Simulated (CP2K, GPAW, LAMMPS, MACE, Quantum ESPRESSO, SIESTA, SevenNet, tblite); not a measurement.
## Amorphous Cd8Zn24Te9S23 (64 atoms) in GPAW

Wanted: GPAW inputs and outputs for amorphous Cd8Zn24Te9S23 (64 atoms), checked against a plane-wave reference.

Main program and level: GPAW 26.7.0; the method is named at each step.

**1. Set-up**

The cell holds 64 atoms: 8 Cd, 24 Zn, 9 Te and 23 S. Cell: a = 11.623 Å, b = 11.623 Å, c = 11.623 Å, α = 90.0°, β = 90.0°, γ = 90.0°. 64 atoms (8 Cd, 24 Zn, 9 Te, 23 S) placed at random at 4.61 g/cm³, melted at 2500 K for 10 ps at fixed volume with the Stillinger-Weber II-VI potential (Zhou et al., Phys. Rev. B 88, 085309 (2013)). Quenched from 2500 K to 300 K at 100 K/ps and fixed volume, held 5 ps.

The yardstick, on the same geometry:

```
method                 : Kohn-Sham DFT, PBE, SSSP efficiency 1.3.0 pseudopotentials, plane waves (Quantum ESPRESSO 7.5); sssp-pbe-1.3.0-efficiency, cutoffs 60/480 Ry, Γ point
r.m.s. force component : 0.4539 eV/Å
longest force          : 1.653 eV/Å
pressure               : -0.8867 GPa
time                   : 9.5 min on 4 MPI ranks of Arm Neoverse V1, shared host
CPU time               : 38 min
```

**2. PBE, LCAO dzp, h 0.2 Å**

Method: Kohn-Sham DFT, PBE, PAW, atomic orbitals (dzp).

Contents of run.py:

```python
import numpy as np
from ase.io import read
from gpaw import GPAW, FermiDirac

atoms = read("structure.xyz")
atoms.calc = GPAW(
    mode="lcao",
    basis="dzp",
    h=0.2,
    xc="PBE",
    kpts={"size": (1, 1, 1), "gamma": True},
    occupations=FermiDirac(0.05),
    maxiter=200,
    symmetry={"point_group": False},
    txt="gpaw.txt",
)
energy = atoms.get_potential_energy(force_consistent=True)
forces = atoms.get_forces()
print(f"energy {energy:.6f} eV")
print("forces (eV/A)")
for i, (a, f) in enumerate(zip(atoms, forces)):
    print(f"{i:4d} {a.symbol:2s} {f[0]:10.5f} {f[1]:10.5f} {f[2]:10.5f}")
print(f"Fermi level {atoms.calc.get_fermi_level():.4f} eV")
for k in range(len(atoms.calc.get_ibz_k_points())):
    for s in range(atoms.calc.get_number_of_spins()):
        e = atoms.calc.get_eigenvalues(kpt=k, spin=s)
        n = np.searchsorted(e, atoms.calc.get_fermi_level())
        print(f"k {k} spin {s} levels about the Fermi level:", np.round(e[max(n - 6, 0):n], 4).tolist(), "|", np.round(e[n:n + 6], 4).tolist())
```

Contents of structure.xyz:

```xyz
64
Lattice="11.62280 0.00000 0.00000 0.00000 11.62280 0.00000 0.00000 0.00000 11.62280" Properties=species:S:1:pos:R:3 pbc="T T T"
Cd 1.48423 7.78239 11.29074
Cd 10.00746 9.61380 10.49190
Cd 11.15870 1.39346 8.19094
Cd 3.04250 3.54902 9.32137
Cd 6.06861 6.65161 8.71815
Cd 9.82859 6.28247 7.93151
Cd 0.08833 4.15190 11.31991
Cd 1.80816 1.05965 3.84959
Zn 6.92428 4.13167 10.73110
Zn 6.59466 6.19077 2.53261
Zn 7.19393 7.55947 5.25548
Zn 1.14764 6.78446 3.66885
Zn 5.78316 1.14275 3.66664
Zn 3.18430 0.26163 7.08084
Zn 10.57605 10.92206 5.16076
Zn 5.76979 8.21627 11.15126
Zn 11.25575 9.98317 2.50808
Zn 1.52119 0.39576 11.30434
Zn 7.08561 2.20589 7.94291
Zn 3.62957 6.13800 2.22902
Zn 9.24745 3.82193 4.35506
Zn 0.40436 9.27906 7.50066
Zn 10.34336 7.90629 4.49454
Zn 3.54856 9.87950 2.19264
Zn 7.62084 10.10428 2.27993
Zn 4.20757 4.50616 5.29151
Zn 5.41541 0.52349 11.33537
Zn 3.55751 10.15356 9.02487
Zn 7.40059 10.18587 8.06983
Zn 3.76218 3.31413 1.46180
Zn 9.08949 1.47261 0.29092
Zn 9.49966 6.68299 1.50817
Te 5.29674 4.14655 7.75287
Te 9.33753 5.44796 10.75179
Te 5.85963 0.44643 6.43740
Te 0.16597 3.50323 3.91491
Te 7.74369 2.54830 2.55504
Te 9.37425 3.32342 7.10246
Te 1.32047 5.94239 9.25338
Te 2.97544 8.58111 4.44386
Te 3.55600 7.86561 7.63467
S 5.78595 10.27037 9.90495
S 1.60522 10.69797 5.67936
S 5.91659 4.30718 1.34813
S 11.59177 7.78402 1.74377
S 9.47723 10.86639 1.01130
S 3.87330 2.57608 3.72592
S 0.00883 7.15314 6.39893
S 3.43744 1.83733 11.22239
S 3.71023 8.00730 0.79698
S 1.58767 4.74175 1.79549
S 8.58042 9.70655 4.45572
S 1.32372 9.95051 9.92448
S 1.63045 11.18102 1.84291
S 4.96863 6.63313 4.41701
S 1.85570 2.24599 7.42313
[... 4 atom lines left out ...]
S 1.72680 4.77778 5.75026
S 8.76313 6.18124 3.90677
S 11.25622 1.69007 10.76632
S 7.27239 1.83687 10.42751
```

Run with:

```console
$ OMP_NUM_THREADS=1 python run.py > output.txt
```

Output:

```text
energy -161.446921 eV
forces (eV/A)
   0 Cd   -0.00272   -0.18224   -0.31385
   1 Cd    0.16328   -0.15357   -0.43390
   2 Cd    0.17394   -0.14848   -0.16442
   3 Cd   -0.34993    0.05199   -0.23913
   4 Cd   -1.03992   -0.04880    1.10399
   5 Cd    0.06818   -0.51978    0.11220
   6 Cd    0.68686   -0.01671   -0.21029
   7 Cd   -0.31020    0.34510    0.38242
   8 Zn    0.07458    0.48379    0.42373
   9 Zn    0.03613    0.58169   -0.18056
  10 Zn    0.17987    0.53238   -0.07952
  11 Zn    0.21298   -0.57883    0.30654
  12 Zn   -0.20626    0.23468    0.39176
  13 Zn   -0.37534    0.54808    0.12943
  14 Zn   -0.00755   -0.14066   -0.11960
  15 Zn   -0.19235   -0.31879   -0.36755
  16 Zn   -0.12437    0.61683    0.01489
  17 Zn   -0.26755   -0.02606   -0.13033
  18 Zn    0.36740    0.19566    0.15283
  19 Zn   -0.11434   -0.15203   -0.60958
  20 Zn   -0.26238   -0.16632    0.49167
  21 Zn    0.00521   -0.07596    0.00357
  22 Zn   -0.25810    0.43473    0.53835
  23 Zn    0.06846   -0.04832   -0.06240
[...]
56 S    -0.49242   -0.56342    0.78078
  57 S     0.25163   -0.07495    0.00535
  58 S     0.31818    0.66284    0.21476
  59 S     0.15539    0.51225   -0.51914
  60 S     0.15642    0.20079   -1.49079
  61 S    -0.19297   -0.59142   -0.35268
  62 S    -0.26863    0.10565    0.33867
  63 S    -0.32599    0.03917   -0.23104
Fermi level 4.5987 eV
k 0 spin 0 levels about the Fermi level: [3.7135, 3.8316, 4.0217, 4.3111, 4.4825, 4.5563] | [4.6417, 4.7134, 4.8992, 4.9773, 5.1149, 5.1908]
```

gpaw.txt:

```text
Input parameters:
  mode=LCAO(),
  basis={'default': 'dzp'},
  h=0.2,
  kpts=MonkhorstPack(size=(1, 1, 1), gamma=True),
  maxiter=200,
  occupations=Occupations(name='fermi-dirac', width=0.05, fixmagmom=False),
  symmetry=Symmetry(point_group=False),
  xc=XC(name='PBE')
Unit cell  # Å
| periodic |         x |         y |         z |   lengths |    angles |
|----------|-----------|-----------|-----------|-----------|-----------|
|      yes | 11.622800 |  0.000000 |  0.000000 | 11.622800 | 90.000000 |
|      yes |  0.000000 | 11.622800 |  0.000000 | 11.622800 | 90.000000 |
|      yes |  0.000000 |  0.000000 | 11.622800 | 11.622800 | 90.000000 |
Number of symmetries: 1
Symmetry operations  # r_c * U_cc + t_c -> r_c
|   | kind |            matrix            |
|---|------|------------------------------|
| 0 |  E   |  1, 0, 0,  0, 1, 0,  0, 0, 1 |
BZ-sampling:
  Number of BZ points: 1
  Number of IBZ points: 1
  Monkhorst-Pack size: [1, 1, 1]
  Monkhorst-Pack shift: [0, 0, 0]
[... lines left out ...]
  Fermi-Dirac:
[... lines left out ...]
  name: PBE with 2 nearest neighbor stencil
interpolation: tri-quintic # 5. degree polynomial
Initialization done in: 13.239 s
convergence criteria:
- Maximum [total energy] change in last 3 cyles: 0.0005 eV / valence electron
- Maximum integral of absolute [dens]ity change: 0.0001 electrons / valence electron
- Maximum integral of absolute [eigenst]ate change: 4e-08 eV^2 / valence electron
maximum number of iterations: 200
SCF iterations
|iter     |      energy | eigst |  dens |
|---------|-------------|-------|-------|
|iter:   1| -167.924808 |      c|       |
|iter:   2| -165.954458 |      c| -1.31 |
|iter:   3| -170.334207 |      c| -1.35 |
|iter:   4| -163.348419 |      c| -1.44 |
|iter:   5| -162.125162 |      c| -1.64 |
|iter:   6| -162.122561 |      c| -1.83 |
|iter:   7| -161.522898 |      c| -1.95 |
|iter:   8| -161.409286 |      c| -2.25 |
|iter:   9| -161.362056c|      c| -2.55 |
|iter:  10| -161.356490c|      c| -2.79 |
|iter:  11| -161.353900c|      c| -3.16 |
|iter:  12| -161.354027c|      c| -3.45 |
|iter:  13| -161.353328c|      c| -3.62 |
|iter:  14| -161.353501c|      c| -3.81 |
|iter:  15| -161.353418c|      c| -4.08c|
Converged in 15 steps
SCF loop duration: 228.530 s (15.235 s/step)
Energy contributions relative to reference atoms: (reference = -4302898.194910)
Energy contributions:
  Kinetic:         298.189069
  Coulomb:        -240.261607
  Zero:              2.638046
  External:          0.000000
  Xc:             -221.825423
  Entropy:          -0.187006
  Spinorbit:         0.000000
  ----------------------------
  Free energy:    -161.446921
  Extrapolated:   -161.353418
dipole moment: (-37.488083, -12.466478, 105.450451)  # |e|*Ang
Fermi level: 4.599
Eigenvalues  # (at kpt = [0.000, 0.000, 0.000])
| band index |      eig [eV] | occ [0-2] |
|------------|---------------|-----------|
|          0 |        -9.648 |     2.000 |
|        ... |               |           |
|        280 |         3.393 |     2.000 |
|        281 |         3.643 |     2.000 |
[...]
|        295 |         5.636 |     0.000 |
|        ... |               |           |
|        349 |         9.405 |     0.000 |
Gap: 0.085 eV
Transition (v -> c):
  (s=0, k=0, n=287, [0.00, 0.00, 0.00]) -> (s=0, k=0, n=288, [0.00, 0.00, 0.00])
No difference between direct/indirect transitions
Force computation time: 39.488  # s
timing:  # [seconds]
  Total:  281.288  # ━━━━━━━━━━━━━━━━━━━━━━━━━━━━━━━━━━━━━━━━━━━━━━━━━━━━━━━━
  Init:    13.238  # ━━╸
  SCF:    228.530  # ━━━━━━━━━━━━━━━━━━━━━━━━━━━━━━━━━━━━━━━━━━━━━╸
  Forces:  39.489  # ━━━━━━━━
```

It took 4.7 min on 1 thread of Arm Neoverse V1, shared host; peak memory 1.8 GiB.

Banners, paths, timers and routine set-up lines are dropped from the logs unmarked, and long logs keep their key lines alone; longer cuts are marked.

Numbers from this run, and their distance from the reference:

* r.m.s. force component: 0.4655 eV/Å
* r.m.s. difference of force components: 45.5 meV/Å
* longest difference of force vectors: 219 meV/Å
* force difference over r.m.s. force: 10.02 %
* slope of forces against the reference's: 1.021
* correlation of force components: 0.9954

Length of the force difference by element (eV/Å):

```csv
element,atoms,mean,most
Cd,8,0.049,0.13
S,23,0.078,0.20
Te,9,0.093,0.22
Zn,24,0.043,0.10
```

Local excerpt of 11 atoms (numbers count through the whole input) about Cd8, one of the 8 Cd atoms; x, y, z are measured from there.

```csv
atom,x,y,z,distance (Å),bonds,Fx,Fy,Fz (eV/Å)
Cd8,0.00,0.00,0.00,0.00,4,-0.31,0.35,0.38
S54,-0.18,-1.50,-2.01,2.51,4,-0.04,-0.32,0.02
S47,2.07,1.52,-0.12,2.57,4,0.70,-0.08,0.15
S43,-0.20,-1.98,1.83,2.71,4,0.05,-0.13,-0.01
Te36,-1.64,2.44,0.07,2.94,3,0.13,-0.62,0.88
Zn15,-2.85,-1.76,1.31,3.60,3,-0.01,-0.14,-0.12
Zn14,1.38,-0.80,3.23,3.60,3,-0.38,0.55,0.13
Zn24,1.74,-2.80,-1.66,3.69,4,0.07,-0.05,-0.06
Zn17,-2.18,-2.70,-1.34,3.72,3,-0.12,0.62,0.01
S56,0.05,1.19,3.57,3.77,3,0.24,-1.19,0.01
Zn30,1.95,2.25,-2.39,3.82,4,-0.56,0.04,0.25
```

Atoms are counted from 1 here, from 0 in the log.

Forces lie 10 % from the reference's, at 0.12 times its CPU time (on 1 against 4 cores).

**3. PBE, LCAO szp(dzp), h 0.2 Å**

Method: Kohn-Sham DFT, PBE, PAW, atomic orbitals (szp(dzp)).

Changes to run.py since step 2:

```diff
@@ -7,3 +7,3 @@
     mode="lcao",
-    basis="dzp",
+    basis="szp(dzp)",
     h=0.2,
```

structure.xyz is that of step 2.

Output:

```text
energy -148.478673 eV
forces (eV/A)
   0 Cd    0.03354   -0.13172   -0.24720
   1 Cd    0.18472   -0.14724   -0.44843
   2 Cd    0.21315   -0.19171   -0.14335
   3 Cd   -0.33117   -0.01312   -0.26004
   4 Cd   -1.06394    0.00033    1.03094
   5 Cd    0.06469   -0.53976    0.06792
[...]
61 S    -0.16687   -0.65494   -0.32400
  62 S    -0.26103    0.17312    0.28615
  63 S    -0.30255    0.05105   -0.24945
Fermi level 4.7119 eV
k 0 spin 0 levels about the Fermi level: [3.7963, 3.9386, 4.1138, 4.4087, 4.5899, 4.6601] | [4.7673, 4.826, 5.0017, 5.1184, 5.2612, 5.3094]
```

gpaw.txt:

```text
Input parameters:
  mode=LCAO(),
  basis={'default': 'szp(dzp)'},
  h=0.2,
  kpts=MonkhorstPack(size=(1, 1, 1), gamma=True),
  maxiter=200,
  occupations=Occupations(name='fermi-dirac', width=0.05, fixmagmom=False),
[... lines left out ...]
  Fermi-Dirac:
[... lines left out ...]
convergence criteria:
- Maximum [total energy] change in last 3 cyles: 0.0005 eV / valence electron
[... lines left out ...]
Converged in 15 steps
[... lines left out ...]
  Free energy:    -148.478673
[... lines left out ...]
Fermi level: 4.712
[... lines left out ...]
|        ... |               |           |
|        349 |         9.968 |     0.000 |
Gap: 0.107 eV
Transition (v -> c):
  (s=0, k=0, n=287, [0.00, 0.00, 0.00]) -> (s=0, k=0, n=288, [0.00, 0.00, 0.00])
No difference between direct/indirect transitions
Force computation time: 25.407  # s
timing:  # [seconds]
  Total:  201.810  # ━━━━━━━━━━━━━━━━━━━━━━━━━━━━━━━━━━━━━━━━━━━━━━━━━━━━━━━━
  Init:    10.882  # ━━━
  SCF:    165.486  # ━━━━━━━━━━━━━━━━━━━━━━━━━━━━━━━━━━━━━━━━━━━━━━
  Forces:  25.407  # ━━━━━━━
```

Elapsed: 3.4 min, on 1 thread; peak memory 1.7 GiB.

Against the reference:

```yaml
r_m_s_force_component: 0.4731 eV/Å
r_m_s_difference_of_force_components: 69.72 meV/Å
longest_difference_of_force_vectors: 336.4 meV/Å
force_difference_over_r_m_s_force: 15.36 %
slope_of_forces_against_the_reference_s: 1.031
correlation_of_force_components: 0.9895
```

This is a coarse setting, run to see what it loses.

Against the first run (10 %), the force difference from the reference is 15 %, at 0.72 times the CPU time, with 672 basis functions against 1088: the smaller basis costs accuracy.

**4. PBE, grid h 0.18 Å**

Method: Kohn-Sham DFT, PBE, PAW, finite differences on a real-space grid.

Changes to run.py since step 3:

```diff
@@ -3,2 +3,3 @@
 from gpaw import GPAW, FermiDirac
+from ase.parallel import parprint as print
 
@@ -6,5 +7,4 @@
 atoms.calc = GPAW(
-    mode="lcao",
-    basis="szp(dzp)",
-    h=0.2,
+    mode="fd",
+    h=0.18,
     xc="PBE",
@@ -14,2 +14,3 @@
     symmetry={"point_group": False},
+    nbands=429,
     txt="gpaw.txt",
```

structure.xyz is that of step 3.

Run with:

```console
$ OMP_NUM_THREADS=1 mpirun -np 4 gpaw python run.py > output.txt
```

Output:

```text
energy -179.386489 eV
forces (eV/A)
   0 Cd    0.02358   -0.18678   -0.31991
   1 Cd    0.18739   -0.08640   -0.39868
   2 Cd    0.16451   -0.09288   -0.14739
   3 Cd   -0.34218    0.06013   -0.26939
   4 Cd   -1.04387   -0.07394    0.93708
   5 Cd    0.06911   -0.49524    0.14119
   6 Cd    0.58043   -0.00720   -0.27354
   7 Cd   -0.32438    0.31180    0.37173
   8 Zn    0.10678    0.46670    0.39207
   9 Zn    0.07648    0.57409   -0.14453
  10 Zn    0.20480    0.51227   -0.08204
  11 Zn    0.22634   -0.58265    0.29662
[...]
59 S     0.14288    0.47982   -0.51281
  60 S     0.05111    0.04761   -1.67352
  61 S    -0.19453   -0.55721   -0.42793
  62 S    -0.25827    0.12155    0.25236
  63 S    -0.30422    0.04917   -0.27931
Fermi level 4.5494 eV
k 0 spin 0 levels about the Fermi level: [3.6768, 3.789, 3.9801, 4.2614, 4.4344, 4.5088] | [4.5902, 4.6638, 4.8456, 4.9343, 5.0576, 5.1429]
```

gpaw.txt:

```text
Input parameters:
  mode=FD(),
  h=0.18,
  kpts=MonkhorstPack(size=(1, 1, 1), gamma=True),
  maxiter=200,
  nbands=429,
  occupations=Occupations(name='fermi-dirac', width=0.05, fixmagmom=False),
  symmetry=Symmetry(point_group=False),
  xc=XC(name='PBE')
[... lines left out ...]
  Converge bands: occupied
[... lines left out ...]
  Fermi-Dirac:
[... lines left out ...]
convergence criteria:
- Maximum [total energy] change in last 3 cyles: 0.0005 eV / valence electron
[... lines left out ...]
Converged in 43 steps
[... lines left out ...]
  Free energy:    -179.386489
[... lines left out ...]
dipole moment: (-37.339818, -12.680245, 105.487458)  # |e|*Ang
Fermi level: 4.549
Eigenvalues  # (at kpt = [0.000, 0.000, 0.000])
| band index |      eig [eV] | occ [0-2] |
|------------|---------------|-----------|
|          0 |        -9.647 |     2.000 |
|        ... |               |           |
|        280 |         3.359 |     2.000 |
|        281 |         3.592 |     2.000 |
[...]
|        295 |         5.570 |     0.000 |
|        ... |               |           |
|        428 |        13.466 |     0.000 |
Gap: 0.081 eV
Transition (v -> c):
  (s=0, k=0, n=287, [0.00, 0.00, 0.00]) -> (s=0, k=0, n=288, [0.00, 0.00, 0.00])
No difference between direct/indirect transitions
Force computation time: 9.984  # s
```

Run time: 18 min. Hardware: 4 MPI ranks; peak memory 5 GiB; 72 min of CPU time.

Compared with the plane-wave run:

```
r.m.s. force component                  : 0.4524 eV/Å
r.m.s. difference of force components   : 21.68 meV/Å
longest difference of force vectors     : 76.89 meV/Å
force difference over r.m.s. force      : 4.777 %
slope of forces against the reference's : 0.9955
correlation of force components         : 0.9989
```

Against the first run (10 %), the force difference from the reference is 4.8 %, at 15 times the CPU time (on 4 against 1 cores) (43 SCF steps against 15).

**5. PBE, LCAO dzp, h 0.2 Å, other mixer settings**

Method: Kohn-Sham DFT, PBE, PAW, atomic orbitals (dzp).

Changes to run.py since step 4:

```diff
@@ -2,4 +2,3 @@
 from ase.io import read
-from gpaw import GPAW, FermiDirac
-from ase.parallel import parprint as print
+from gpaw import GPAW, FermiDirac, Mixer
 
@@ -7,4 +6,5 @@
 atoms.calc = GPAW(
-    mode="fd",
-    h=0.18,
+    mode="lcao",
+    basis="dzp",
+    h=0.2,
     xc="PBE",
@@ -12,5 +12,5 @@
     occupations=FermiDirac(0.05),
+    mixer=Mixer(0.03, 7, 100),
     maxiter=200,
     symmetry={"point_group": False},
-    nbands=429,
     txt="gpaw.txt",
```

structure.xyz is that of step 4.

Run with:

```console
$ OMP_NUM_THREADS=1 python run.py > output.txt
```

Output:

```text
energy -161.446912 eV
forces (eV/A)
   0 Cd   -0.00644   -0.18249   -0.31390
   1 Cd    0.16380   -0.14429   -0.42761
   2 Cd    0.17455   -0.15085   -0.16522
   3 Cd   -0.35145    0.04935   -0.23892
   4 Cd   -1.03917   -0.05016    1.10349
   5 Cd    0.06993   -0.51923    0.11375
   6 Cd    0.68564   -0.01686   -0.20782
   7 Cd   -0.31238    0.34487    0.38130
   8 Zn    0.07437    0.48230    0.42526
   9 Zn    0.03656    0.58237   -0.18051
  10 Zn    0.18065    0.53106   -0.07914
  11 Zn    0.21191   -0.57818    0.30561
  12 Zn   -0.20776    0.23517    0.38971
  13 Zn   -0.37530    0.54830    0.13227
  14 Zn   -0.00818   -0.14062   -0.11638
  15 Zn   -0.19252   -0.31398   -0.36387
  16 Zn   -0.12330    0.61679    0.01121
  17 Zn   -0.26770   -0.02603   -0.13076
  18 Zn    0.36675    0.19571    0.15330
  19 Zn   -0.11797   -0.15222   -0.60655
  20 Zn   -0.25989   -0.16697    0.48856
  21 Zn    0.00416   -0.07429    0.00388
  22 Zn   -0.25564    0.43427    0.53635
  23 Zn    0.06743   -0.04736   -0.06332
[...]
56 S    -0.49315   -0.56445    0.78346
  57 S     0.25530   -0.07331    0.00733
  58 S     0.32304    0.66863    0.21012
  59 S     0.15365    0.51422   -0.51981
  60 S     0.15101    0.18574   -1.50425
  61 S    -0.19205   -0.59063   -0.35508
  62 S    -0.26601    0.10590    0.33850
  63 S    -0.32726    0.03966   -0.22776
Fermi level 4.5988 eV
k 0 spin 0 levels about the Fermi level: [3.7134, 3.8314, 4.0215, 4.311, 4.4829, 4.556] | [4.6419, 4.7135, 4.899, 4.9769, 5.1149, 5.1912]
```

gpaw.txt:

```text
Input parameters:
  mode=LCAO(),
  basis={'default': 'dzp'},
  h=0.2,
  kpts=MonkhorstPack(size=(1, 1, 1), gamma=True),
  maxiter=200,
  mixer=Pulay(name='pulay', nmaxold=7, beta=0.03, weight=100, sigma=0.015, g_ss=None),
  occupations=Occupations(name='fermi-dirac', width=0.05, fixmagmom=False),
  symmetry=Symmetry(point_group=False),
  xc=XC(name='PBE')
Unit cell  # Å
[... lines left out ...]
  Fermi-Dirac:
[... lines left out ...]
convergence criteria:
- Maximum [total energy] change in last 3 cyles: 0.0005 eV / valence electron
[... lines left out ...]
Converged in 22 steps
[... lines left out ...]
  Free energy:    -161.446912
  Extrapolated:   -161.353449
dipole moment: (-37.487318, -12.462755, 105.451699)  # |e|*Ang
Fermi level: 4.599
Eigenvalues  # (at kpt = [0.000, 0.000, 0.000])
| band index |      eig [eV] | occ [0-2] |
|------------|---------------|-----------|
|          0 |        -9.649 |     2.000 |
|        ... |               |           |
|        280 |         3.393 |     2.000 |
|        281 |         3.643 |     2.000 |
[...]
|        295 |         5.636 |     0.000 |
|        ... |               |           |
|        349 |         9.404 |     0.000 |
Gap: 0.086 eV
Transition (v -> c):
  (s=0, k=0, n=287, [0.00, 0.00, 0.00]) -> (s=0, k=0, n=288, [0.00, 0.00, 0.00])
No difference between direct/indirect transitions
Force computation time: 39.792  # s
timing:  # [seconds]
  Total:  399.654  # ━━━━━━━━━━━━━━━━━━━━━━━━━━━━━━━━━━━━━━━━━━━━━━━━━━━━━━━━
  Init:    13.069  # ━━
  SCF:    346.761  # ━━━━━━━━━━━━━━━━━━━━━━━━━━━━━━━━━━━━━━━━━━━━━━━━╸
  Forces:  39.792  # ━━━━━╸
```

It took 6.7 min on 1 thread; peak memory 1.7 GiB.

Against the reference:

* r.m.s. force component: 0.4651 eV/Å
* r.m.s. difference of force components: 44.61 meV/Å
* longest difference of force vectors: 211.9 meV/Å
* force difference over r.m.s. force: 9.828 %
* slope of forces against the reference's: 1.02
* correlation of force components: 0.9956
* energy less the same-level run's: 0.0001 meV/atom
* r.m.s. force difference from the same-level run: 3.152 meV/Å

Against the first run (10 %), the force difference from the reference is 9.8 %, at 1.4 times the CPU time (22 SCF steps against 15): another solver or mixer reaches the same state.

(Part 1 of 2 ends here.)

[Also dropped from logs without a mark: logging warnings of Python, and SIESTA's first energy breakdown and zero terms.]

[Logs are printed without paths, hosts, clocks, repeated set-up lines and the standing remarks that a program may print on its own settings, such as how far it seeks lower states.]

[Hosts, paths, dates, database ids (printed as entryN), source tags and the programs' standing remarks are cut or masked in the printed files.]
